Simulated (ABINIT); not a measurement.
# FeAs2 (Lollingite): a self-consistent loop beyond G0W0, cycle by cycle, part 2 of 3

Wanted: G0W0 and self-consistent gaps of FeAs2 (Lollingite), with the cost of the cycles.

ABINIT 10.8.3; LDA and many-body steps on it, plane waves. Known limits of the many-body steps: not at the basis limit; mesh may overstate the screening; no spin polarisation; d states lean on the start; no spin-orbit coupling; coarse k mesh.

So far. Step 4 (G0W0): The gap on the mesh goes from 0.27 eV to 0.40 eV, a correction of +0.12 eV. Step 5 (evGW0, cycle 1): Against G0W0 in ABINIT (2×2×4 mesh, 122 bands, screening to 106.1 eV, Godby-Needs plasmon pole), the gap moves by −0.010 eV. This first cycle still uses the starting levels; it takes the full correction, at all points of the mesh, and its linearised value is 0.396 eV.

## (6) evGW0, cycle 2

Level of this step: evGW0 on LDA, plane waves, norm-conserving pseudopotentials (ABINIT).

The corrected levels of the last cycle go back in.

Contents of run.abi:

```
acell 3*1.0 Angstrom
rprim 
  5.301200000000 0.000000000000 0.000000000000
  0.000000000000 5.985800000000 0.000000000000
  0.000000000000 0.000000000000 2.882200000000
ntypat 2
znucl 26 33
natom 6
typat 1 1 2 2 2 2
xred 
  0.000000000000 0.000000000000 -0.000000000000
  0.500000000000 0.500000000000 0.500000000000
  0.176300000000 0.362400000000 -0.000000000000
  0.823700000000 0.637600000000 -0.000000000000
  0.676300000000 0.137600000000 0.500000000000
  0.323700000000 0.862400000000 0.500000000000
pp_dirpath "pseudos"
pseudos "Fe.upf, As.upf"
ecut 65
ngkpt 2 2 4
nshiftk 1
shiftk 0 0 0
kptopt 1
chksymbreak 0
istwfk *1
occopt 1
irdwfk 1
optdriver 4
nband 122
gwcalctyp 10
ecutsigx 65
symsigma 1
nkptgw 12
kptgw 
  0.0000000000 0.0000000000 0.0000000000
  0.5000000000 0.0000000000 0.0000000000
  0.0000000000 0.5000000000 0.0000000000
  0.5000000000 0.5000000000 0.0000000000
  0.0000000000 0.0000000000 0.2500000000
  0.5000000000 0.0000000000 0.2500000000
  0.0000000000 0.5000000000 0.2500000000
  0.5000000000 0.5000000000 0.2500000000
  0.0000000000 0.0000000000 0.5000000000
  0.5000000000 0.0000000000 0.5000000000
  0.0000000000 0.5000000000 0.5000000000
  0.5000000000 0.5000000000 0.5000000000
bdgw 
  45 70
  45 70
  45 70
  45 70
  45 70
  45 70
  45 70
  45 70
  45 70
  45 70
  45 70
  45 70
ecuteps 3.9
irdscr 1
ppmodel 1
irdqps 1
indata_prefix "in"
outdata_prefix "out"
tmpdata_prefix "tmp"
```

Run with:

```console
$ OMP_NUM_THREADS=1 mpirun -n 4 abinit run.abi > log
```

Output:

```text
.Version 10.8.3 of ABINIT. v10.8.2 released Aug 2026.

 Symmetries : space group Pn n m (# 58); Bravais oP (primitive ortho.)
[... echo of the input left out ...]
== DATASET  1 ==================================================================
-   mpi_nproc: 4, omp_nthreads: 1 (-1 if OMP is not activated)

--- !DatasetInfo
iteration_state: {dtset: 1, }
dimensions: {natom: 6, nkpt: 12, mband: 122, nsppol: 1, nspinor: 1, nspden: 1, mpw: 15496, }
cutoff_energies: {ecut:  65.0, pawecutdg:  -1.0, }
[...]
.  kptgw no:  3; Maximum DeltaE = (   0.015   0.003) for band index: 25
[...]
.  kptgw no: 11; Maximum DeltaE = (   0.025  -0.010) for band index: 21
.  kptgw no: 12; Maximum DeltaE = (   0.024   0.001) for band index: 19

== END DATASET(S) ==============================================================
================================================================================

 -outvars: echo values of variables after computation  --------
           etotal      0.0000000000E+00
            nband         122
             nkpt          12
          spgroup          58
 [... the other variables as echoed above ...]

 Calculation completed.
```

It took 12 min on 4 MPI ranks of Arm Neoverse V1, shared host; peak memory 13 GiB.

Numbers from this step:

```
quasiparticle gap on the mesh                         : 0.3580 eV
gap of the density functional on the mesh             : 0.2727 eV
k of the valence top                                  : 0, 0, 0
k of the conduction bottom                            : 0, 0, 0.25
least direct quasiparticle gap on the computed points : 0.7200 eV
```

Against the cycle before, the gap moves by −0.028 eV.

## (7) evGW0, cycle 3

run.abi is that of step 6.

Output:

```text
.Version 10.8.3 of ABINIT. v10.8.2 released Aug 2026.

 Symmetries : space group Pn n m (# 58); Bravais oP (primitive ortho.)
[... echo of the input left out ...]
== DATASET  1 ==================================================================
-   mpi_nproc: 4, omp_nthreads: 1 (-1 if OMP is not activated)

--- !DatasetInfo
iteration_state: {dtset: 1, }
dimensions: {natom: 6, nkpt: 12, mband: 122, nsppol: 1, nspinor: 1, nspden: 1, mpw: 15496, }
cutoff_energies: {ecut:  65.0, pawecutdg:  -1.0, }
[...]
.  kptgw no:  3; Maximum DeltaE = (  -0.008   0.002) for band index: 25
[...]
.  kptgw no: 11; Maximum DeltaE = (  -0.005  -0.011) for band index: 21
.  kptgw no: 12; Maximum DeltaE = (   0.003   0.005) for band index:  3

== END DATASET(S) ==============================================================
================================================================================

 -outvars: echo values of variables after computation  --------
           etotal      0.0000000000E+00
            nband         122
             nkpt          12
          spgroup          58
 [... the other variables as echoed above ...]

 Calculation completed.
```

Run time: 12 min. Hardware: 4 MPI ranks; peak memory 13 GiB; 50 min of CPU time.

Numbers from this step:

```yaml
quasiparticle_gap_on_the_mesh: 0.3640 eV
gap_of_the_density_functional_on_the_mesh: 0.2727 eV
k_of_the_valence_top: 0, 0, 0
k_of_the_conduction_bottom: 0, 0, 0.25
least_direct_quasiparticle_gap_on_the_computed_points: 0.7270 eV
```

Against the cycle before, the gap moves by +0.006 eV.

## (8) Screening, 2×2×4 mesh, 122 bands, screening to 106.1 eV

This step: RPA screening on LDA, plane waves, norm-conserving pseudopotentials.

Contents of run.abi:

```
acell 3*1.0 Angstrom
rprim 
  5.301200000000 0.000000000000 0.000000000000
  0.000000000000 5.985800000000 0.000000000000
  0.000000000000 0.000000000000 2.882200000000
ntypat 2
znucl 26 33
natom 6
typat 1 1 2 2 2 2
xred 
  0.000000000000 0.000000000000 -0.000000000000
  0.500000000000 0.500000000000 0.500000000000
  0.176300000000 0.362400000000 -0.000000000000
  0.823700000000 0.637600000000 -0.000000000000
  0.676300000000 0.137600000000 0.500000000000
  0.323700000000 0.862400000000 0.500000000000
pp_dirpath "pseudos"
pseudos "Fe.upf, As.upf"
ecut 65
ngkpt 2 2 4
nshiftk 1
shiftk 0 0 0
kptopt 1
chksymbreak 0
istwfk *1
occopt 1
irdwfk 1
optdriver 3
nband 122
ecuteps 3.9
inclvkb 2
awtr 1
symchi 1
gwcalctyp 10
mbpt_sciss 0.234 eV
nqptdm 1
qptdm 
  0 0 0
indata_prefix "in"
outdata_prefix "out"
tmpdata_prefix "tmp"
```

Output:

```text
.Version 10.8.3 of ABINIT. v10.8.2 released Aug 2026.

 Symmetries : space group Pn n m (# 58); Bravais oP (primitive ortho.)
[... echo of the input left out ...]
== DATASET  1 ==================================================================
-   mpi_nproc: 4, omp_nthreads: 1 (-1 if OMP is not activated)

--- !DatasetInfo
iteration_state: {dtset: 1, }
dimensions: {natom: 6, nkpt: 12, mband: 122, nsppol: 1, nspinor: 1, nspden: 1, mpw: 15496, }
cutoff_energies: {ecut:  65.0, pawecutdg:  -1.0, }
electrons: {nelect:   1.24000000E+02, charge:   0.00000000E+00, occopt:   1.00000000E+00, tsmear:   1.00000000E-02, }

 SCREENING: Calculation of the susceptibility and dielectric matrices

 Based on a program developped by R.W. Godby, V. Olevano, G. Onida, and L. Reining.
 Incorporated in ABINIT by V. Olevano, G.-M. Rignanese, and M. Torrent.
.Using double precision arithmetic ; gwpc =  8

[... cell and pseudopotentials left out ...]
--------------------------------------------------------------------------------

 ==== K-mesh for the wavefunctions ====
 Number of points in the irreducible wedge :    12
[... list of points left out ...]
 Together with  8 symmetry operations and time-reversal symmetry
 yields    16 points in the full Brillouin Zone.

 ==== Q-mesh for the screening function ====
 Number of points in the irreducible wedge :    12
[... list of points left out ...]
 Together with  8 symmetry operations and time-reversal symmetry
 yields    16 points in the full Brillouin Zone.

 setmesh: FFT mesh size selected  =    50x   60x   30
          total number of points  =        90000

 vcoul_init : cutoff-mode = AUXILIARY_FUNCTION
 q-points for optical limit:   1
     1)      0.000010    0.000020    0.000030

 Dielectric matrix will be calculated only for some
 selected q points provided by the user through the input variables
 nqptdm and qptdm

- screening: taking advantage of time-reversal symmetry
- Maximum band index for partially occupied states nbvw = 62
- Remaining bands to be divided among processors   nbcw = 60
- Number of bands treated by each node ~15

 rdqps: reading QP wavefunctions of the previous step
        looking for file in_QPS
 file not found, 1st iteration initialized with KS eigenelements

 screening : performing a first self-consistency
 update of the energies in W by a scissor operator
 applying a scissor operator of [eV] :   0.234

 Number of electrons calculated from density =  124.0000; Expected =  124.0000
 average of density, n =  0.200911
 r_s =    1.0592
 omega_plasma =   43.2372 [eV]

 calculating chi0 at frequencies [eV] :
  1    0.000000E+00    0.000000E+00
  2    0.000000E+00    4.323723E+01

--------------------------------------------------------------------------------
  q-point number  1        q = ( 0.000000, 0.000000, 0.000000) [r.l.u.]
--------------------------------------------------------------------------------
[... chi0 elements left out ...]
 For q-point:  0.000010 0.000020 0.000030
  dielectric constant =  24.3943
  dielectric constant without local fields =  25.1635

  Average fulfillment of the sum rule on Im[epsilon] for q-point    1 :     23.03  [%]
[... wings left out ...]
== END DATASET(S) ==============================================================
================================================================================

 -outvars: echo values of variables after computation  --------
           etotal      0.0000000000E+00
            nband         122
             nkpt          12
          spgroup          58
 [... the other variables as echoed above ...]

 Calculation completed.
```

Elapsed: 2.7 min, on 4 MPI ranks; peak memory 6.6 GiB.

Numbers from this step:

| Item | Value |
| --- | --- |
| ε∞ with local fields, on this mesh, along the program's q direction | 24.39 |
| the same without local fields | 25.16 |
| plasma frequency | 43.24 eV |
| plane waves in the screening matrix | 227 |

This screening uses the functional's bands under a rigid shift, the mean opening of the cycle before.

## (9) Screening, 2×2×4 mesh, 122 bands, screening to 106.1 eV

This step: RPA screening on LDA from quasiparticle energies, plane waves, norm-conserving pseudopotentials.

run.abi: that of step 8 with these lines changed.

```diff
@@ -33,7 +33,17 @@
 symchi 1
+irdqps 1
 gwcalctyp 10
-mbpt_sciss 0.234 eV
-nqptdm 1
+nqptdm 11
 qptdm 
-  0 0 0
+  0.5000000000 0.0000000000 0.0000000000
+  0.0000000000 0.5000000000 0.0000000000
+  0.5000000000 0.5000000000 0.0000000000
+  0.0000000000 0.0000000000 0.2500000000
+  0.5000000000 0.0000000000 0.2500000000
+  0.0000000000 0.5000000000 0.2500000000
+  0.5000000000 0.5000000000 0.2500000000
+  0.0000000000 0.0000000000 0.5000000000
+  0.5000000000 0.0000000000 0.5000000000
+  0.0000000000 0.5000000000 0.5000000000
+  0.5000000000 0.5000000000 0.5000000000
 indata_prefix "in"
```

Contents of mrgscr.stdin:

```
2
merged
q0_SCR
out_SCR
1
```

Run with:

```console
$ OMP_NUM_THREADS=1 mpirun -n 4 abinit run.abi > log; mrgscr < mrgscr.stdin
```

Output:

```text
.Version 10.8.3 of ABINIT. v10.8.2 released Aug 2026.

 Symmetries : space group Pn n m (# 58); Bravais oP (primitive ortho.)
[... echo of the input left out ...]
== DATASET  1 ==================================================================
-   mpi_nproc: 4, omp_nthreads: 1 (-1 if OMP is not activated)

--- !DatasetInfo
iteration_state: {dtset: 1, }
dimensions: {natom: 6, nkpt: 12, mband: 122, nsppol: 1, nspinor: 1, nspden: 1, mpw: 15496, }
cutoff_energies: {ecut:  65.0, pawecutdg:  -1.0, }
[...]
q-point number  1        q = ( 0.500000, 0.000000, 0.000000) [r.l.u.]
--------------------------------------------------------------------------------
[... chi0 elements left out ...]
  Average fulfillment of the sum rule on Im[epsilon] for q-point    2 :     25.77  [%]

--------------------------------------------------------------------------------
  q-point number  2        q = ( 0.000000, 0.500000, 0.000000) [r.l.u.]
--------------------------------------------------------------------------------
[... chi0 elements left out ...]
  Average fulfillment of the sum rule on Im[epsilon] for q-point    3 :     26.32  [%]

 [... 9 further q-points ...]
```

The job ended after 2.9 min (4 MPI ranks; peak memory 6.2 GiB).

This step gave:

| Property | Result |
| --- | --- |
| plasma frequency | 43.24 eV |
| plane waves in the screening matrix | 227 |

This screening reads the quasiparticle levels of the cycle before.

## (10) evGW, cycle 1

This step: evGW on LDA, plane waves, norm-conserving pseudopotentials.

run.abi: that of step 9 with these lines changed.

```diff
@@ -27,12 +27,10 @@
 irdwfk 1
-optdriver 3
+optdriver 4
 nband 122
-ecuteps 3.9
-inclvkb 2
-awtr 1
-symchi 1
-irdqps 1
 gwcalctyp 10
-nqptdm 11
-qptdm 
+ecutsigx 65
+symsigma 1
+nkptgw 12
+kptgw 
+  0.0000000000 0.0000000000 0.0000000000
   0.5000000000 0.0000000000 0.0000000000
@@ -48,2 +46,19 @@
   0.5000000000 0.5000000000 0.5000000000
+bdgw 
+  45 70
+  45 70
+  45 70
+  45 70
+  45 70
+  45 70
+  45 70
+  45 70
+  45 70
+  45 70
+  45 70
+  45 70
+ecuteps 3.9
+irdscr 1
+ppmodel 1
+irdqps 1
 indata_prefix "in"
```

Run with:

```console
$ OMP_NUM_THREADS=1 mpirun -n 4 abinit run.abi > log
```

Output:

```text
.Version 10.8.3 of ABINIT. v10.8.2 released Aug 2026.

 Symmetries : space group Pn n m (# 58); Bravais oP (primitive ortho.)
[... echo of the input left out ...]
== DATASET  1 ==================================================================
-   mpi_nproc: 4, omp_nthreads: 1 (-1 if OMP is not activated)

--- !DatasetInfo
iteration_state: {dtset: 1, }
dimensions: {natom: 6, nkpt: 12, mband: 122, nsppol: 1, nspinor: 1, nspden: 1, mpw: 15496, }
cutoff_energies: {ecut:  65.0, pawecutdg:  -1.0, }
[...]
.  kptgw no:  3; Maximum DeltaE = (  -0.006  -0.001) for band index:  1
[...]
.  kptgw no: 11; Maximum DeltaE = (  -0.016   0.001) for band index:  1
.  kptgw no: 12; Maximum DeltaE = (  -0.013   0.003) for band index:  1

== END DATASET(S) ==============================================================
================================================================================

 -outvars: echo values of variables after computation  --------
           etotal      0.0000000000E+00
            nband         122
             nkpt          12
          spgroup          58
 [... the other variables as echoed above ...]

 Calculation completed.
```

Run time: 13 min. Hardware: 4 MPI ranks; peak memory 13 GiB; 50 min of CPU time.

This step gave:

```
quasiparticle gap on the mesh                         : 0.3920 eV
gap of the density functional on the mesh             : 0.2727 eV
k of the valence top                                  : 0, 0, 0
k of the conduction bottom                            : 0, 0, 0.25
least direct quasiparticle gap on the computed points : 0.7400 eV
```

Against G0W0 in ABINIT (2×2×4 mesh, 122 bands, screening to 106.1 eV, Godby-Needs plasmon pole), the gap moves by −0.004 eV.

## (11) Screening, 2×2×4 mesh, 122 bands, screening to 106.1 eV

This step: RPA screening on LDA, plane waves, norm-conserving pseudopotentials.

Contents of run.abi:

```
acell 3*1.0 Angstrom
rprim 
  5.301200000000 0.000000000000 0.000000000000
  0.000000000000 5.985800000000 0.000000000000
  0.000000000000 0.000000000000 2.882200000000
ntypat 2
znucl 26 33
natom 6
typat 1 1 2 2 2 2
xred 
  0.000000000000 0.000000000000 -0.000000000000
  0.500000000000 0.500000000000 0.500000000000
  0.176300000000 0.362400000000 -0.000000000000
  0.823700000000 0.637600000000 -0.000000000000
  0.676300000000 0.137600000000 0.500000000000
  0.323700000000 0.862400000000 0.500000000000
pp_dirpath "pseudos"
pseudos "Fe.upf, As.upf"
ecut 65
ngkpt 2 2 4
nshiftk 1
shiftk 0 0 0
kptopt 1
chksymbreak 0
istwfk *1
occopt 1
irdwfk 1
optdriver 3
nband 122
ecuteps 3.9
inclvkb 2
awtr 1
symchi 1
gwcalctyp 10
mbpt_sciss 0.266 eV
nqptdm 1
qptdm 
  0 0 0
indata_prefix "in"
outdata_prefix "out"
tmpdata_prefix "tmp"
```

Output:

```text
.Version 10.8.3 of ABINIT. v10.8.2 released Aug 2026.

 Symmetries : space group Pn n m (# 58); Bravais oP (primitive ortho.)
[... echo of the input left out ...]
== DATASET  1 ==================================================================
-   mpi_nproc: 4, omp_nthreads: 1 (-1 if OMP is not activated)

--- !DatasetInfo
iteration_state: {dtset: 1, }
dimensions: {natom: 6, nkpt: 12, mband: 122, nsppol: 1, nspinor: 1, nspden: 1, mpw: 15496, }
cutoff_energies: {ecut:  65.0, pawecutdg:  -1.0, }
[...]
[... chi0 elements left out ...]
 For q-point:  0.000010 0.000020 0.000030
  dielectric constant =  24.0973
  dielectric constant without local fields =  24.8531

  Average fulfillment of the sum rule on Im[epsilon] for q-point    1 :     23.08  [%]
[... wings left out ...]
== END DATASET(S) ==============================================================
================================================================================

 -outvars: echo values of variables after computation  --------
           etotal      0.0000000000E+00
            nband         122
             nkpt          12
          spgroup          58
 [... the other variables as echoed above ...]

 Calculation completed.
```

Wall time 2.7 min (4 MPI ranks); peak memory 6.6 GiB; 11 min of CPU time.

This step gave:

```
ε∞ with local fields, on this mesh, along the program's q direction : 24.10
the same without local fields                                       : 24.85
plasma frequency                                                    : 43.24 eV
plane waves in the screening matrix                                 : 227
```

This screening uses the functional's bands under a rigid shift, the mean opening of the cycle before.

(Part 2 of 3 ends here.)

[Paths, hosts, dates, memory and timing lines, banners, echoed tables and standing remarks are left out of the program output.]

[Logs are printed without paths, hosts, clocks, repeated set-up lines and the standing remarks that a program may print on its own settings, such as how far it seeks lower states.]

[Runs of the session that timed out or met a known fault of the program may be left out.]

[Hosts, paths, dates, database ids (printed as entryN), source tags and the programs' standing remarks are cut or masked in the printed files.]

[G0W0 gaps are taken among the corrected bands and points alone; a level outside them can change the order at an edge.]

[Where Ansatz stands beside ABINIT at settings called matched, ABINIT's density can come from a denser mesh and the files from another edition; pairs whose starting gaps differed by over 0.03 eV were left out, so agreement reads better than it is.]
